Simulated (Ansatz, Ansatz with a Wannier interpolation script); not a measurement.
In doubt: one-shot GW on d or f shells is unsure, so the values of those runs are not to be relied on.

Rows from a G0W0 calculation on FeSe2 (Ferroselite) (Ansatz 0.2.0; G0W0 on LDA, plane waves, PAW; PAW set soft_1; 4×4×6 mesh, 414 empty bands, screening to 150 eV, PAW set soft_1 files), in eV. Spin-orbit coupling is left out.

The database entry behind the starting cell differs from later determinations by our own check (old inner coordinates), so it need not match the best structure at ambient conditions.

| row | k | band | start | Σx | Σc at the solution | Vxc |
| --- | --- | --- | --- | --- | --- | --- |
| A | (0.000, 0.250, 0.000) | c1 | 13.577 | -25.271 | -2.878 | -29.050 |
| B | (0.000, 0.000, 0.333) | c2 | 13.947 | -24.090 | -3.748 | -28.683 |
| C | (0.000, 0.000, 0.333) | v1 | 12.649 | -34.216 | 5.803 | -29.175 |
| D | (0.000, 0.250, 0.000) | v1 | 12.503 | -27.760 | 3.325 | -24.939 |
| E | (0.000, 0.000, 0.333) | c1 | 13.607 | -24.174 | -3.499 | -28.553 |
| F | (0.000, 0.250, 0.000) | c2 | 13.662 | -15.542 | -2.996 | -18.881 |

Q: Work out each quasiparticle level and how far it moved.

The quasiparticle equation reads E = start + Σx + Σc(E) − Vxc.

| row | E (eV) | shift (eV) |
| --- | --- | --- |
| A | 14.479 | +0.902 |
| B | 14.792 | +0.845 |
| C | 13.411 | +0.762 |
| D | 13.006 | +0.504 |
| E | 14.487 | +0.880 |
| F | 14.005 | +0.343 |

The gap over the computed points goes from 0.34 eV to 0.59 eV.

Limits: not at the basis limit; mesh may overstate the screening; no spin polarisation; d states lean on the start; no spin-orbit coupling; coarse k mesh.

[Runs of the session that timed out or met a known fault of the program may be left out.]

[Hosts, paths, dates, database ids (printed as entryN), source tags and the programs' standing remarks are cut or masked in the printed files.]
